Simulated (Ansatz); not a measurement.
# Decaying states in the gap of TlGeClF2, part 3 of 3

Aim: relax a made-up compound, TlGeClF2, and see how good a tunnel barrier it would be. It is built by putting Cl for part of the F in the TlGeF3 structure of space group P1, with the volume rescaled by atomic radii. The parent structure comes from the Materials Project.

Ansatz 0.2.0; PBEsol DFT, plane waves, PAW files (the session's first sound run).

So far, gap on path (eV): step 3 (the bulk crystal and its band edges) 3.31.

The structure was built from a prototype and need not be the compound's stable phase.

### Step 6. Band edges at another level

This step: LDA DFT, plane waves, PAW files (Ansatz 0.2.0).

The edges again with LDA, at the same atoms.

input.yaml

```yaml
crystal:
  lattice:
    - [4.633146137, 0.049053969, -0.3470575484]
    - [0.0191281096, 4.6634220559, -0.2996481381]
    - [-0.6779307754, -1.2922702349, 5.3634768846]
  atoms:
    - { symbol: Tl, position: [0.0606535022, 0.0756187562, 0.8962215441] }
    - { symbol: Ge, position: [0.4977086128, 0.4805193783, 0.4902948132] }
    - { symbol: F, position: [0.9057216802, 0.4862373285, 0.5403069006] }
    - { symbol: Cl, position: [0.549627727, 0.5735877429, 0.955583559] }
    - { symbol: F, position: [0.4862884777, 0.8940337941, 0.5575911832] }
kpoints:
  mp_grid: { grid: [6, 6, 6] }
  band_path: { path: [VBM, CBM], npoints: 30 }
scf:
  occupations: { method: fixed }
hamiltonian:
  xc: lda
output:
  eigenvalues: true
```

The run is started by

```
ansatz run input.yaml --threads 2 --pin off --max-ram 4096MiB --backend cpu --events-out ev --progress --plain --runs-dir out
```

Numbers of over 12 decimals in the logs are rounded to 6 here.

Log:

```text
[...]
Crystal: 5 atoms, lattice volume = 113.007 Å³
Basis set: ecut = 420 eV, 2205 PW (Γ)
Bands: 29, of which v1, the nominal top of the filled ones, is band 24 counted from 1 (23 counted from 0)
Symmetry: 1 space group operations
[...]
k-points: 112 of 216 (time reversal used)
[...]
SCF iter   1: F=—  HF=-17996.081207 eV  |F-HF|=—  |Δ(HF+E_count)|=         —  Δρ=1.18e-2  dr2=1.25e-1  ethr=1.77e-3  ⟨swp⟩=4.7  Hψ=11400  notcnv=0  defer=302
[...]
SCF iter   8: F=-17996.045077 eV  HF=-17996.045077 eV  |F-HF|=1.76e-8  |Δ(HF+E_count)|=   9.21e-8  Δρ=6.99e-6  dr2=4.02e-8  ethr=2.08e-10  ⟨swp⟩=8.6  Hψ=11007  notcnv=0
SCF 1 converged in 8 iterations: F = -17996.045077 eV  dr2 = 4.02e-8
[...]
SCF converged after 8 iterations
Free energy (F): -17996.045077 eV
[...]
Internal energy: -17996.045077 eV  (E = F + TS)
E sigma→0 (E₀):  -17996.045077 eV
Fermi energy:    3.148055 eV
[...]
--- Band table (eV; the first three rows and the last of 112) ---
  k-point 0: bands = [... 20 lower, 0.3320, 1.2729, 1.3575, 2.2924, 7.4131, 9.2853, 9.3520, 9.7202, ... 1 higher]
  k-point 1: bands = [... 20 lower, 0.3766, 1.2991, 1.3674, 2.3130, 7.3487, 8.8290, 9.2619, 9.6170, ... 1 higher]
  k-point 2: bands = [... 20 lower, 0.4435, 1.3482, 1.3925, 2.4821, 6.9801, 8.0876, 9.1501, 9.6263, ... 1 higher]
  k-point 111: bands = [... 20 lower, 0.6630, 1.0704, 1.2579, 3.0262, 7.0531, 7.2876, 7.6856, 8.9855, ... 1 higher]
```

The job ended after 48 s (2 threads of Arm Neoverse V2, shared host; peak memory 0.52 GiB; 96 s of CPU time).

Numbers from this step:

| Quantity | Value |
| --- | --- |
| free energy | -17996.0451 eV |
| Fermi energy | 3.148 eV |
| gap on the k-mesh | 3.228 eV |
| gap on path | 3.221 eV, by band count; negative where bands overlap |
| direct gap on path | 3.228 eV |
| edge places on path | 0, 1.396 1/A along the path |

Electronic bands along the path, in eV, zero at the Fermi level (highest filled level under fixed occupations); v1 is the highest filled band, c1 the lowest empty one:

| point | v4 | v3 | v2 | v1 | c1 | c2 | c3 | c4 |
| --- | --- | --- | --- | --- | --- | --- | --- | --- |
| VBM | -2.65 | -1.59 | -0.72 | 0.00 | 3.23 | 3.60 | 4.42 | 5.00 |
| halfway | -2.70 | -1.78 | -1.73 | -0.51 | 3.47 | 4.80 | 5.95 | 6.51 |
| CBM | -2.65 | -1.60 | -0.72 | -0.05 | 3.22 | 3.63 | 4.55 | 5.04 |

The searched edges give 3.22 eV, against 3.23 eV on the mesh.

### Step 7. Complex bands at another level

This step: LDA DFT, plane waves, PAW files; complex bands by layer matching along the plane's normal (Ansatz 0.2.0).

The complex bands at that level, over its own gap, at (0, 0) and (0.4167, -0.4948).

input.yaml

```yaml
crystal:
  lattice:
    - [5.558456331, 0.0, 0.0]
    - [-0.911364266, 4.556129227, 0.0]
    - [-1.3756562, -0.182687107, 4.46227023]
  atoms:
    - { symbol: Tl, position: [0.8962215441, 0.0606535022, 0.0756187562] }
    - { symbol: Ge, position: [0.4902948132, 0.4977086128, 0.4805193783] }
    - { symbol: F, position: [0.5403069006, 0.9057216802, 0.4862373285] }
    - { symbol: Cl, position: [0.955583559, 0.549627727, 0.5735877429] }
    - { symbol: F, position: [0.5575911832, 0.4862884777, 0.8940337941] }
kpoints:
  mp_grid: { grid: [6, 6, 6] }
scf:
  occupations: { method: fixed }
hamiltonian:
  xc: lda
output:
  eigenvalues: true
  transmission:
    leads: [[0, 0]]
    kpoints: [[0.0, 0.0], [0.4167, -0.4948]]
    e_range: [-1.0, 4.22]
    de: 0.13
```

Log:

```text
[...]
Crystal: 5 atoms, lattice volume = 113.007 Å³
Basis set: ecut = 420 eV, 2205 PW (Γ)
Bands: 29, of which v1, the nominal top of the filled ones, is band 24 counted from 1 (23 counted from 0)
Symmetry: 1 space group operations
[...]
k-points: 112 of 216 (time reversal used)
[...]
SCF iter   1: F=—  HF=-17996.081122 eV  |F-HF|=—  |Δ(HF+E_count)|=         —  Δρ=1.17e-2  dr2=1.25e-1  ethr=1.77e-3  ⟨swp⟩=4.7  Hψ=11403  notcnv=0  defer=305
[...]
SCF iter   8: F=-17996.045077 eV  HF=-17996.045077 eV  |F-HF|=1.83e-8  |Δ(HF+E_count)|=   9.10e-8  Δρ=7.06e-6  dr2=4.09e-8  ethr=2.08e-10  ⟨swp⟩=8.6  Hψ=11052  notcnv=0
SCF 1 converged in 8 iterations: F = -17996.045077 eV  dr2 = 4.09e-8
[...]
transmission: 6 of 12 steps passed
transmission: 12 of 12 steps passed
SCF converged after 8 iterations
Free energy (F): -17996.045077 eV
[...]
Internal energy: -17996.045077 eV  (E = F + TS)
E sigma→0 (E₀):  -17996.045077 eV
Fermi energy:    3.148055 eV
[...]
--- Band table (eV; the first three rows and the last of 112) ---
  k-point 0: bands = [... 20 lower, 0.3320, 1.2729, 1.3575, 2.2924, 7.4131, 9.2853, 9.3520, 9.7202, ... 1 higher]
  k-point 1: bands = [... 20 lower, 0.4306, 1.3420, 1.5965, 2.2744, 7.4007, 8.4333, 9.1731, 9.5615, ... 1 higher]
  k-point 2: bands = [... 20 lower, 0.7067, 1.4086, 2.0094, 2.3707, 7.2869, 7.4760, 8.5667, 9.0132, ... 1 higher]
  k-point 111: bands = [... 20 lower, 0.6630, 1.0704, 1.2579, 3.0262, 7.0531, 7.2876, 7.6856, 8.9855, ... 1 higher]
--- Transmission ---
  basis      : 223 plane waves across, 6 finite elements along
  points     : 2, as listed
[...]
channels       : 0.000000e0 a spin
[...]
slowest decay  : 0.3631 /Å at (0.0000, 0.0000)
```

Run time: 32 s. Hardware: 2 threads; peak memory 0.71 GiB.

Numbers from this step:

* level to which the leads are filled: 1.614 eV from the Fermi level
* decay constant at the filling level, zone centre: 0.3631 Å⁻¹
* decay constant at the filling level, slowest listed point: 0.3631 Å⁻¹

K parallel (0, 0); values up to 1.5 1/Å, a degenerate pair printed once or twice; energies at which all values exceed this have no row. Im kz of the slowest decaying states against energy, zero at the highest filled level on the SCF mesh:

| energy (eV) | decay 1 (Å⁻¹) | decay 2 (Å⁻¹) | decay 3 (Å⁻¹) | decay 4 (Å⁻¹) |
| --- | --- | --- | --- | --- |
| -1.00 | 0.201 | 0.221 | 0.556 | 0.977 |
| -0.74 | 0.378 | 0.385 | 0.603 | 0.983 |
| -0.48 | 0.124 | 0.442 | 0.609 | 0.639 |
| -0.22 | 0.229 | 0.487 | 0.668 | 0.742 |
| 0.04 | 0.284 | 0.526 | 0.728 | 0.809 |
| 0.30 | 0.319 | 0.566 | 0.691 | 0.836 |
| 0.56 | 0.342 | 0.613 | 0.652 | 0.844 |
| 0.82 | 0.356 | 0.624 | 0.640 | 0.844 |
| 1.08 | 0.364 | 0.606 | 0.645 | 0.838 |
| 1.34 | 0.366 | 0.591 | 0.643 | 0.828 |
| 1.60 | 0.363 | 0.577 | 0.637 | 0.816 |
| 1.86 | 0.355 | 0.562 | 0.627 | 0.801 |
| 2.12 | 0.341 | 0.546 | 0.614 | 0.784 |
| 2.38 | 0.322 | 0.528 | 0.598 | 0.764 |
| 2.64 | 0.298 | 0.508 | 0.580 | 0.741 |
| 2.90 | 0.265 | 0.486 | 0.559 | 0.715 |
| 3.16 | 0.222 | 0.459 | 0.535 | 0.686 |
| 3.42 | 0.161 | 0.428 | 0.508 | 0.651 |
| 3.68 | 0.388 | 0.477 | 0.608 | 0.840 |
| 3.94 | 0.330 | 0.441 | 0.550 | 0.809 |
| 4.20 | 0.195 | 0.399 | 0.440 | 0.779 |

K parallel (0.4167, -0.4948); values up to 1.5 1/Å, a degenerate pair printed once or twice; energies at which all values exceed this have no row. Table of Im kz of the slowest decaying states by energy, zero at the highest filled level on the SCF mesh:

| energy (eV) | decay 1 (Å⁻¹) | decay 2 (Å⁻¹) | decay 3 (Å⁻¹) | decay 4 (Å⁻¹) |
| --- | --- | --- | --- | --- |
| -1.00 | 0.353 | 0.517 | 0.551 | 0.904 |
| -0.74 | 0.396 | 0.480 | 0.505 | 0.885 |
| -0.61 | 0.152 | 0.417 | 0.454 | 0.466 |
| -0.35 | 0.292 | 0.293 | 0.369 | 0.497 |
| -0.22 | 0.126 | 0.283 | 0.329 | 0.542 |
| 0.04 | 0.190 | 0.295 | 0.377 | 0.605 |
| 0.30 | 0.309 | 0.362 | 0.404 | 0.647 |
| 0.43 | 0.338 | 0.379 | 0.411 | 0.661 |
| 0.69 | 0.379 | 0.400 | 0.418 | 0.677 |
| 0.82 | 0.392 | 0.406 | 0.422 | 0.677 |
| 1.08 | 0.410 | 0.414 | 0.429 | 0.659 |
| 1.34 | 0.417 | 0.422 | 0.435 | 0.628 |
| 1.47 | 0.417 | 0.426 | 0.436 | 0.608 |
| 1.73 | 0.414 | 0.432 | 0.439 | 0.563 |
| 1.86 | 0.411 | 0.419 | 0.452 | 0.540 |
| 2.12 | 0.391 | 0.404 | 0.457 | 0.504 |
| 2.38 | 0.362 | 0.393 | 0.441 | 0.473 |
| 2.51 | 0.346 | 0.386 | 0.429 | 0.457 |
| 2.77 | 0.303 | 0.370 | 0.396 | 0.418 |
| 2.90 | 0.272 | 0.360 | 0.375 | 0.395 |
| 3.16 | 0.136 | 0.320 | 0.337 | 0.357 |
| 3.42 | 0.207 | 0.308 | 0.374 | 0.516 |
| 3.55 | 0.129 | 0.290 | 0.374 | 0.486 |
| 3.81 | 0.240 | 0.359 | 0.408 | 0.824 |
| 3.94 | 0.0630 | 0.223 | 0.345 | 0.354 |
| 4.20 | 0.0313 | 0.228 | 0.235 | 0.246 |

At the listed wavevectors the last open channel is at -0.09 eV and the next at +3.29 eV on the grid. At +1.60 eV, the grid energy nearest the filling level (the middle of the gap on the SCF mesh), the slowest state at the listed wavevectors decays with κ = 0.363 Å⁻¹, its amplitude falling by e over 2.8 Å; the first such run, plane (010), gave 0.371 Å⁻¹ over as many of its listed wavevectors.

### Step 8. Summary of results

| Property | Result |
| --- | --- |
| band gap | 3.31 eV |
| least decay constant at mid-gap, normal to (010) | 0.371 Å⁻¹ |
| least decay constant at mid-gap, normal to (100) | 0.347 Å⁻¹ |
| least decay constant, LDA | 0.363 Å⁻¹ |

In words: With PBEsol, the slowest decay at the wavevectors tried is κ = 0.347 Å⁻¹, normal to (100). Through such a film the transmission near mid-gap falls as exp(−2κd), a factor of ten every 3.3 Å. The directions tried decay at nearly the same rate. A free electron under a barrier of half the gap would need a mass of 0.28 mₑ to decay at this rate. The slowest decay isn't at the zone centre. With LDA the gap goes from 3.31 to 3.22 eV and the decay constant, over the first 2 listed wavevectors (which shift with the band edges), from 0.371 to 0.363 Å⁻¹. The compound is made up by substitution; its stability against other phases and against distortions of the cell's symmetry was not tested. A semilocal functional narrows gaps, while spin-orbit coupling, left out here, narrows them in compounds of heavy elements, so the error in κ can go either way.

[Logs are printed without paths, hosts, clocks, repeated set-up lines and the standing remarks that a program may print on its own settings, such as how far it seeks lower states.]

[Hosts, paths, dates, database ids (printed as entryN), source tags and the programs' standing remarks are cut or masked in the printed files.]
